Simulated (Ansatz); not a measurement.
## Glassy NaFeSi2O6 (120 atoms): geometry optimisation

How does glassy NaFeSi2O6 (120 atoms) relax, and what do bonds, charges and levels look like afterwards?

Main program and level: Ansatz 0.2.0; Kohn-Sham DFT, PBE, PAW (set soft_2), plane waves.

**What experiment says.** Gaussian fit of the first maximum of the total correlation function from room-temperature neutron diffraction (“Nature and distribution of iron sites in a sodium silicate glass   investigated by neutron diffraction and EPSR simulation”, 2008, arxiv:0805.1850): nearest Si–O distance 1.63 Å; number of O about Si 3.9; nearest Fe–O distance 1.89 Å (by neutron diffraction, T(r) peak position); nearest O–O distance 2.66 Å (by neutron diffraction, T(r) peak position); number density 0.072 Å⁻³ (by measured atomic number density); number of O about Fe 4.3 (by neutron diffraction with Fe isotope substitution, Gaussian fit).

## (1) Set-up

The cell holds 120 atoms: 12 Fe, 12 Na, 72 O and 24 Si. Its edges and angles: a = 11.856 Å, b = 11.856 Å, c = 11.856 Å, α = 90.0°, β = 90.0°, γ = 90.0°. 120 atoms (12 Fe, 12 Na, 72 O, 24 Si) placed at random at 2.76 g/cm³, melted at 4500 K for 20 ps at fixed volume with the Morse and Coulomb pair potential with partial charges (Pedone, Malavasi, Menziani, Cormack and Segre, J. Phys. Chem. B 110, 11780 (2006)). Quenched from 4500 K to 300 K at 20 K/ps and fixed volume, held 5 ps. The starting density is a measured one.

What the set-up can't give: The quench rate of 20 K/ps is orders of magnitude faster than experiment, which tends to freeze in extra defects. The starting topology of bonds comes from the classical model. Without a Hubbard term or exact exchange, open shells on Fe are likely too delocalised. The Brillouin zone is sampled at Γ only, in a cell whose shortest periodic width is 12 Å.

## (2) Single point at the start

A single point comes first, to see the forces before anything moves.

input.yaml reads:

```yaml
crystal:
  lattice:
    - [11.8563, 0.0, 0.0]
    - [0.0, 11.8563, 0.0]
    - [0.0, 0.0, 11.8563]
  atoms:
    - { symbol: Fe, position: [0.20162, 0.24583, 0.92796], spin: 5.0 }
    - { symbol: Fe, position: [0.71122, 0.06074, 0.52529], spin: 5.0 }
    - { symbol: Fe, position: [0.33691, 0.27549, 0.36828], spin: 5.0 }
    - { symbol: Fe, position: [0.06386, 0.14624, 0.75626], spin: 5.0 }
    - { symbol: Fe, position: [0.03626, 0.78504, 0.00824], spin: -5.0 }
    - { symbol: Fe, position: [0.80392, 0.16377, 0.73235], spin: -5.0 }
    - { symbol: Fe, position: [0.54882, 0.25332, 0.58438], spin: 5.0 }
    - { symbol: Fe, position: [0.14698, 0.34508, 0.56303], spin: 5.0 }
    - { symbol: Fe, position: [0.42751, 0.12953, 0.14119], spin: -5.0 }
    - { symbol: Fe, position: [0.39234, 0.49494, 0.33435], spin: 5.0 }
    - { symbol: Fe, position: [0.02681, 0.9936, 0.1626], spin: 5.0 }
    - { symbol: Fe, position: [0.28954, 0.76464, 0.74643], spin: 5.0 }
    - { symbol: Na, position: [0.51899, 0.83258, 0.8939] }
    - { symbol: Na, position: [0.79344, 0.13661, 0.2568] }
    - { symbol: Na, position: [0.88863, 0.66478, 0.51386] }
    - { symbol: Na, position: [0.98102, 0.03148, 0.46689] }
    - { symbol: Na, position: [0.4265, 0.77252, 0.49061] }
    - { symbol: Na, position: [0.50333, 0.99781, 0.37006] }
    - { symbol: Na, position: [0.16604, 0.71945, 0.48467] }
    - { symbol: Na, position: [0.4059, 0.11902, 0.85632] }
    - { symbol: Na, position: [0.59883, 0.20317, 0.8778] }
    - { symbol: Na, position: [0.12134, 0.48912, 0.34489] }
    - { symbol: Na, position: [0.00375, 0.34428, 0.11762] }
    - { symbol: Na, position: [0.28782, 0.7945, 0.1672] }
    - { symbol: O, position: [0.8458, 0.15983, 0.4744] }
    - { symbol: O, position: [0.38903, 0.45866, 0.67401] }
    - { symbol: O, position: [0.07682, 0.42636, 0.67714] }
    - { symbol: O, position: [0.62784, 0.63502, 0.84234] }
    - { symbol: O, position: [0.013, 0.6535, 0.33005] }
    - { symbol: O, position: [0.53397, 0.00898, 0.78984] }
    - { symbol: O, position: [0.41143, 0.60909, 0.23142] }
    - { symbol: O, position: [0.60778, 0.39444, 0.55674] }
    - { symbol: O, position: [0.41258, 0.56164, 0.46986] }
    - { symbol: O, position: [0.17288, 0.0962, 0.88683] }
    - { symbol: O, position: [0.69806, 0.36648, 0.31138] }
    - { symbol: O, position: [0.31038, 0.65525, 0.87241] }
    - { symbol: O, position: [0.55154, 0.99708, 0.57047] }
    - { symbol: O, position: [0.207, 0.21349, 0.65135] }
    - { symbol: O, position: [0.08058, 0.30472, 0.85356] }
    - { symbol: O, position: [0.60813, 0.18219, 0.42644] }
    - { symbol: O, position: [0.6833, 0.88851, 0.04883] }
    - { symbol: O, position: [0.25485, 0.37405, 0.45377] }
    - { symbol: O, position: [0.92527, 0.13229, 0.85919] }
    - { symbol: O, position: [0.32551, 0.0699, 0.02093] }
    - { symbol: O, position: [0.94558, 0.70308, 0.11858] }
    - { symbol: O, position: [0.54034, 0.61641, 0.64015] }
    - { symbol: O, position: [0.74157, 0.53467, 0.44731] }
    - { symbol: O, position: [0.91949, 0.44472, 0.85655] }
    - { symbol: O, position: [0.43741, 0.84167, 0.69292] }
    - { symbol: O, position: [0.49487, 0.97383, 0.15171] }
    - { symbol: O, position: [0.54736, 0.59092, 0.04996] }
    - { symbol: O, position: [0.55589, 0.76661, 0.18366] }
    - { symbol: O, position: [0.83918, 0.55074, 0.25376] }
    - { symbol: O, position: [0.9561, 0.20802, 0.64613] }
    - { symbol: O, position: [0.78925, 0.00345, 0.66852] }
    - { symbol: O, position: [0.39878, 0.21825, 0.52082] }
    - { symbol: O, position: [0.82893, 0.37093, 0.55583] }
    - { symbol: O, position: [0.62064, 0.56276, 0.25612] }
    - { symbol: O, position: [0.69764, 0.45124, 0.94818] }
    - { symbol: O, position: [0.68, 0.18499, 0.64028] }
    - { symbol: O, position: [0.71652, 0.77524, 0.69441] }
    - { symbol: O, position: [0.02237, 0.29306, 0.46685] }
    - { symbol: O, position: [0.31116, 0.32745, 0.84626] }
    - { symbol: O, position: [0.23168, 0.10232, 0.46992] }
    - { symbol: O, position: [0.7941, 0.90763, 0.85224] }
    - { symbol: O, position: [0.13693, 0.02185, 0.28236] }
    - { symbol: O, position: [0.77884, 0.92512, 0.44653] }
    - { symbol: O, position: [0.68048, 0.93173, 0.25586] }
    - { symbol: O, position: [0.04814, 0.83245, 0.85439] }
    - { symbol: O, position: [0.78737, 0.08139, 0.99995] }
    - { symbol: O, position: [0.4026, 0.28239, 0.08413] }
    - { symbol: O, position: [0.48553, 0.34955, 0.34104] }
    - { symbol: O, position: [0.82193, 0.7631, 0.29088] }
    - { symbol: O, position: [0.05671, 0.00185, 0.6994] }
    - { symbol: O, position: [0.77202, 0.29421, 0.8198] }
    - { symbol: O, position: [0.57646, 0.19326, 0.21784] }
    - { symbol: O, position: [0.48527, 0.27497, 0.73934] }
    - { symbol: O, position: [0.13774, 0.94218, 0.0489] }
    [... 36 atom lines left out ...]
    - { symbol: Si, position: [0.59763, 0.2727, 0.32183] }
    - { symbol: Si, position: [0.05131, 0.43409, 0.80631] }
    - { symbol: Si, position: [0.23078, 0.58705, 0.95088] }
    - { symbol: Si, position: [0.47966, 0.96629, 0.67375] }
    - { symbol: Si, position: [0.29793, 0.1392, 0.58242] }
    - { symbol: Si, position: [0.80346, 0.89466, 0.32092] }
magnetization:
  spin_polarized: true
kpoints:
  mp_grid: { grid: [1, 1, 1] }
hamiltonian:
  xc: pbe
scf:
  occupations: { method: gaussian, width: 0.05 }
  lower_state_search: "off"
output:
  forces: true
```

Command:

```sh
$ ansatz run input.yaml --threads 4 --pin off --max-ram 8192MiB --backend cpu --events-out ev --progress --plain --runs-dir out
```

Numbers of over 12 decimals in the logs are rounded to 6 here.

The log of the run:

```text
Engine: ansatz 0.2.0, x86_64-unknown-linux-gnu
Pseudopotentials: kind: paw
Pseudopotential: Fe, paw, valence charge 16, recommended cutoff 420 eV (normal), Fe.paw.azcp
Pseudopotential: Na, paw, valence charge 9, recommended cutoff 420 eV (normal), Na.paw.azcp
Pseudopotential: O, paw, valence charge 6, recommended cutoff 420 eV (normal), O.paw.azcp
Pseudopotential: Si, paw, valence charge 4, recommended cutoff 420 eV (normal), Si.paw.azcp
[... 5 lines on functional and potentials left out ...]
Crystal: 120 atoms, lattice volume = 1666.662 Å³
Basis set: ecut = 420 eV, 32531 PW (Γ), exchange–correlation on 160×160×160 points (8 copies of the dense FFT grid, shifted against one another)
Bands: 564, of which v1, the nominal top of the filled ones, is band 414 counted from 1 (413 counted from 0)
Symmetry: 1 space group operations
Space group: P1 (ITA 1), of the structure as read, at distance tolerance 1.2e-4 Å
Magnetic group: BNS 1.1 (UNI 1), of the structure as read, at distance tolerance 1.2e-4 Å
k-points: 1
[... 9 lines on functional and potentials left out ...]
Initial density: superposition of atomic densities (chi_scale 0.1, normalization cell, long waves 64 % of neutral atoms (reshape's long-wave potential 1.64 eV rms, cloud 2.32 Å wide))
Starting moments: Σ|m| = 60 μB on 12 of 120 sites
Initial wavefunctions: pseudopotential atomic-orbital guess
Functional: x = pbe(κ = 0.804, μ = 0.219515), c = pbe(β = 0.066725)
SCF iter   1: F=—  HF=-127903.607285 eV  |F-HF|=—  |Δ(HF+E_count)|=         —  Δρ=2.36e-1 (↑1.48e-1 ↓2.36e-1)  dr2=2.51e3  dr2_m=2.46e2  M=12.168 μB ∫|m|=21.326 μB  β_m=0.30  ethr=3.10e-3  ⟨swp⟩=6.0  Hψ=4490  notcnv=0  defer=132
preconditioner: auto → Kerker (q_TF=auto, 2.428 Å⁻¹)  [metal: Δε(μ)=0.011 eV  Ē_g=14.451 eV  σ=0.050 eV  W_gap=0.12  n_scr=388 (ndim 8)  ℏωp=22.9 eV  f_vac=0.094  D(μ)=97.66/eV (n_scr^D=948)]
spin=Collinear: Kerker preconditioning applied to the charge; magnetization (m = ρ↑ − ρ↓) channel mixes plain (no charge-response kernel on spin).
SCF iter   2: F=—  HF=-127869.379114 eV  |F-HF|=—  |Δ(HF+E_count)|=    3.42e1  Δρ=9.22e-2 (↑8.10e-2 ↓9.22e-2)  dr2=3.85e2  dr2_m=7.95e0  M=29.793 μB ∫|m|=56.051 μB  β_m=1.00  ethr=3.10e-3  ⟨swp⟩=12.0  Hψ=4321  notcnv=0  defer=266
preconditioner: auto → Resta (q_TF=auto, 2.428 Å⁻¹)  ε∞=3.4  [insulator: Δε(μ)=0.088 eV  Ē_g=14.842 eV  σ=0.050 eV  W_gap=0.79  n_scr=388 (ndim 8)  ℏωp=22.9 eV  f_vac=0.094  D(μ)=11.12/eV (n_scr^D=32)  ε∞_Penn≈3.4]
spin=Collinear: Resta preconditioning applied to the charge; magnetization (m = ρ↑ − ρ↓) channel mixes plain (no charge-response kernel on spin).
SCF iter   3: F=—  HF=-127803.859736 eV  |F-HF|=—  |Δ(HF+E_count)|=    6.55e1  Δρ=5.60e-2 (↑5.07e-2 ↓5.60e-2)  dr2=1.95e2  dr2_m=6.11e0  M=24.361 μB ∫|m|=52.151 μB  β_m=0.30  ethr=3.10e-3  ⟨swp⟩=4.0  Hψ=2258  notcnv=0  defer=262
SCF iter   4: F=—  HF=-127824.753669 eV  |F-HF|=—  |Δ(HF+E_count)|=    2.09e1  Δρ=9.43e-2 (↑9.43e-2 ↓7.71e-2)  dr2=5.70e2  dr2_m=2.66e1  M=19.595 μB ∫|m|=45.676 μB  β_m=0.30  ethr=3.10e-3  ⟨swp⟩=4.0  Hψ=2243  notcnv=0  defer=256
SCF iter   5: F=—  HF=-127793.781694 eV  |F-HF|=—  |Δ(HF+E_count)|=    3.10e1  Δρ=7.06e-2 (↑5.47e-2 ↓7.06e-2)  dr2=2.48e2  dr2_m=2.20e1  M=24.601 μB ∫|m|=46.588 μB  β_m=0.30  ethr=3.10e-3  ⟨swp⟩=3.5  Hψ=2165  notcnv=0  defer=262
SCF iter   6: F=—  HF=-127789.315081 eV  |F-HF|=—  |Δ(HF+E_count)|=    4.47e0  Δρ=4.93e-2 (↑2.83e-2 ↓4.93e-2)  dr2=1.24e2  dr2_m=6.47e0  M=24.000 μB ∫|m|=50.215 μB  β_m=0.30  ethr=3.10e-3  ⟨swp⟩=5.0  Hψ=3127  notcnv=0  defer=260
SCF iter   7: F=—  HF=-127791.835713 eV  |F-HF|=—  |Δ(HF+E_count)|=    2.52e0  Δρ=6.43e-2 (↑3.36e-2 ↓6.43e-2)  dr2=1.86e2  dr2_m=9.99e0  M=22.082 μB ∫|m|=47.997 μB  β_m=0.30  ethr=3.10e-3  ⟨swp⟩=5.5  Hψ=2388  notcnv=0  defer=259
SCF iter   8: F=—  HF=-127787.981181 eV  |F-HF|=—  |Δ(HF+E_count)|=    3.85e0  Δρ=3.10e-2 (↑3.10e-2 ↓2.88e-2)  dr2=4.89e1  dr2_m=5.71e0  M=26.022 μB ∫|m|=52.576 μB  β_m=0.30  ethr=3.10e-3  ⟨swp⟩=3.5  Hψ=2534  notcnv=0  defer=268
SCF iter   9: F=—  HF=-127787.596620 eV  |F-HF|=—  |Δ(HF+E_count)|=   3.85e-1  Δρ=2.90e-2 (↑2.56e-2 ↓2.90e-2)  dr2=2.13e1  dr2_m=7.29e0  M=27.487 μB ∫|m|=54.577 μB  β_m=0.30  ethr=3.10e-3  ⟨swp⟩=4.0  Hψ=2021  notcnv=0  defer=264
SCF iter  10: F=—  HF=-127788.114440 eV  |F-HF|=—  |Δ(HF+E_count)|=   5.18e-1  Δρ=2.76e-2 (↑1.53e-2 ↓2.76e-2)  dr2=1.30e1  dr2_m=5.11e0  M=27.846 μB ∫|m|=55.101 μB  β_m=0.30  ethr=2.57e-3  ⟨swp⟩=5.0  Hψ=1994  notcnv=0  defer=261
[...]
spin-set hold released at iteration 11 (site moments contracting): the magnetisation degrees of freedom join the quasi-Newton model from the next iteration; the mixer history was flushed
[...]
SCF iter  25: F=—  HF=-127788.148194 eV  |F-HF|=—  |Δ(HF+E_count)|=   6.34e-5  Δρ=6.82e-5 (↑6.82e-5 ↓5.18e-5)  dr2=1.57e-4  dr2_m=2.76e-5  M=29.491 μB ∫|m|=56.886 μB  β_m=0.34  ethr=8.31e-8  ⟨swp⟩=2.0  Hψ=1608  notcnv=0  defer=262
SCF iter  26: F=—  HF=-127788.148187 eV  |F-HF|=—  |Δ(HF+E_count)|=   7.42e-6  Δρ=3.46e-5 (↑2.49e-5 ↓3.46e-5)  dr2=4.11e-5  dr2_m=5.65e-6  M=29.489 μB ∫|m|=56.883 μB  β_m=0.34  ethr=1.89e-8  ⟨swp⟩=2.0  Hψ=1676  notcnv=0  defer=262
SCF iter  27: F=—  HF=-127788.149582 eV  |F-HF|=—  |Δ(HF+E_count)|=   1.40e-3  Δρ=2.70e-5 (↑2.70e-5 ↓2.17e-5)  dr2=2.71e-5  dr2_m=4.04e-6  M=29.491 μB ∫|m|=56.885 μB  β_m=0.33  ethr=4.96e-9  ⟨swp⟩=2.0  Hψ=1886  notcnv=0  defer=262
SCF iter  28: F=—  HF=-127788.149583 eV  |F-HF|=—  |Δ(HF+E_count)|=   7.86e-7  Δρ=1.75e-5 (↑1.28e-5 ↓1.75e-5)  dr2=1.16e-5  dr2_m=1.50e-6  M=29.487 μB ∫|m|=56.882 μB  β_m=0.31  ethr=3.28e-9  ⟨swp⟩=2.0  Hψ=1071  notcnv=0  defer=262
SCF iter  29: F=—  HF=-127788.149583 eV  |F-HF|=—  |Δ(HF+E_count)|=   5.05e-7  Δρ=1.11e-5 (↑6.74e-6 ↓1.11e-5)  dr2=4.06e-6  dr2_m=5.45e-7  M=29.488 μB ∫|m|=56.882 μB  β_m=0.28  ethr=1.40e-9  ⟨swp⟩=2.0  Hψ=1274  notcnv=0  defer=262
SCF iter  30: F=—  HF=-127788.149584 eV  |F-HF|=—  |Δ(HF+E_count)|=   1.64e-7  Δρ=4.21e-6 (↑3.81e-6 ↓4.21e-6)  dr2=7.09e-7  dr2_m=1.30e-7  M=29.490 μB ∫|m|=56.884 μB  β_m=0.34  ethr=4.90e-10  ⟨swp⟩=2.0  Hψ=1181  notcnv=0  defer=262
SCF iter  31: F=—  HF=-127788.149584 eV  |F-HF|=—  |Δ(HF+E_count)|=   1.73e-7  Δρ=7.13e-6 (↑2.79e-6 ↓7.13e-6)  dr2=1.47e-6  dr2_m=2.13e-7  M=29.488 μB ∫|m|=56.883 μB  β_m=0.35  ethr=8.56e-11  ⟨swp⟩=2.0  Hψ=1319  notcnv=0  defer=262
SCF iter  32: F=—  HF=-127788.149584 eV  |F-HF|=—  |Δ(HF+E_count)|=   8.54e-8  Δρ=3.34e-6 (↑1.67e-6 ↓3.34e-6)  dr2=3.78e-7  dr2_m=3.66e-8  M=29.489 μB ∫|m|=56.883 μB  β_m=0.29  ethr=8.56e-11  ⟨swp⟩=2.0  Hψ=1241  notcnv=0  defer=262
SCF iter  33: F=—  HF=-127788.149584 eV  |F-HF|=—  |Δ(HF+E_count)|=   2.30e-8  Δρ=1.84e-6 (↑1.10e-6 ↓1.84e-6)  dr2=1.29e-7  dr2_m=1.31e-8  M=29.489 μB ∫|m|=56.884 μB  β_m=0.26  ethr=4.57e-11  ⟨swp⟩=2.0  Hψ=1650  notcnv=0  defer=262
SCF iter  34: F=-127788.149584 eV  HF=-127788.149584 eV  |F-HF|=1.22e-8  |Δ(HF+E_count)|=   2.42e-8  Δρ=1.11e-6 (↑5.62e-7 ↓1.11e-6)  dr2=4.62e-8  dr2_m=4.75e-9  M=29.489 μB ∫|m|=56.884 μB  ethr=1.21e-11  ⟨swp⟩=3.5  Hψ=2387  notcnv=0
SCF 1 converged in 34 iterations: F = -127788.149584 eV  dr2 = 4.62e-8
  greatest PAW one-centre occupation: 1.003 electrons in one spin orbital (limit 2), on the Fe atom at site 9 (counted from 0), in its partial waves of l = 1
SCF converged after 34 iterations
Magnetization: 29.4893 μB (428.7446 up, 399.2554 down)
Absolute magnetization: 56.9059 μB (∫|ρ↑−ρ↓|, with the PAW one-centre terms)
Spin contamination: 14.3588 ħ² per cell (⟨S²⟩ above its minimum at these occupations)
Per-site moments (μB) at R_I (Å): [(3.468480, 0.752187), (3.783546, 0.835275), (3.511029, 0.753814), (3.632070, 0.759759), (-3.649750, 0.789495), (-3.426462, [...]
Free energy (F): -127788.149584 eV
Harris-Foulkes:  -127788.149584 eV  (|F-HF|=1.22e-8)
Internal energy: -127788.126808 eV  (E = F + TS)
E sigma→0 (E₀):  -127788.138196 eV
Entropy (-TS):   -0.022776 eV (-0.190 meV/atom)
Fermi energy:    4.620293 eV
--- Per-component energies (eV) ---
  E_band       = -9835.845897
  E_kinetic    = 19348.844675
  E_local      = -109607.179681  (includes V_loc(G=0)·N_el)
  E_nonlocal   = 8147.254215
  E_hartree    = 44672.710767
  E_xc         = -8520.994871
  E_vxc        = -10323.829994  (∫ρ·V_xc dr)
  E_paw        = -43303.327815  (= ΣΔE_a)
  E_vpaw       = -6746.544746  (= ΣTr[D̂ρ^β])
  E_aug_tail   = 0.191602  (compensation charges beyond the density's cutoff)
  E_ewald      = -38525.625701
  E_smearing   = -0.022776  (= −TS)
  E_closure    = -0.000000  (closes the sum)
  Σ components = -127788.149584   (vs F -127788.149584, Δ=0.00e0)
--- Forces (eV/Å), atoms counted from 1 ---
  atom   1  Fe     1.08675212     1.05630554     0.70743699
  atom   2  Fe    -0.71074564     0.22525604     0.10289380
  atom   3  Fe     1.16699767    -0.67547317     0.33297524
  atom   4  Fe    -0.43948377    -0.02739192     0.63625433
  atom   5  Fe     0.52738446     0.38985121    -0.93274650
  atom   6  Fe     1.17528123     0.50292958     0.27094267
  atom   7  Fe    -0.11100942    -0.48309966     0.21295351
  atom   8  Fe    -0.17847033    -0.98110650     0.74948713
  atom   9  Fe    -0.25517223     0.46481133    -0.00629111
  atom  10  Fe     0.83921351    -1.17857941     0.55836791
  atom  11  Fe    -0.48936790     1.22240322    -0.81136780
  atom  12  Fe     0.21764703     0.97165468     1.27472017
  atom  13  Na    -0.09880546     0.40827592    -0.27835309
  atom  14  Na    -0.18389587     0.05879476    -0.15774396
[...]
atom 119  Si     1.02467312     1.47148631    -1.08838928
  atom 120  Si    -0.63280989    -0.21665453    -2.84079431
  max |Σ_I F_I| component: 1.60e-4 eV/Å
```

Elapsed: 90 s, on 4 threads of Intel Xeon Platinum 8375C at 2.90GHz (Ice Lake), shared host; peak memory 4.5 GiB.

Numbers from this run:

```yaml
free_energy: -127788.1496 eV
free_energy_per_atom: -1064.9012 eV/atom
scf_cycles: 34
r_m_s_force_component: 1.337 eV/Å
longest_force: 5.362 eV/Å
fermi_energy: 4.62 eV
total_moment: 29.49 μB
absolute_moment: 56.91 μB
```

The r.m.s. force component of 1.3 eV/Å sets the starting point.

Length of the force by element:

| element | coordination | atoms | mean length of the force (eV/Å) | spread | least | most |
| --- | --- | --- | --- | --- | --- | --- |
| Fe | all | 12 | 1.17 | 0.403 | 0.530 | 1.67 |
| Na | all | 12 | 0.499 | 0.210 | 0.197 | 1.03 |
| O | all | 72 | 2.15 | 1.06 | 0.150 | 5.36 |
| Si | all | 24 | 2.73 | 1.12 | 0.925 | 4.85 |

[end of part 1 of 3]

[Logs are printed without paths, hosts, clocks, repeated set-up lines and the standing remarks that a program may print on its own settings, such as how far it seeks lower states.]

[Hosts, paths, dates, database ids (printed as entryN), source tags and the programs' standing remarks are cut or masked in the printed files.]
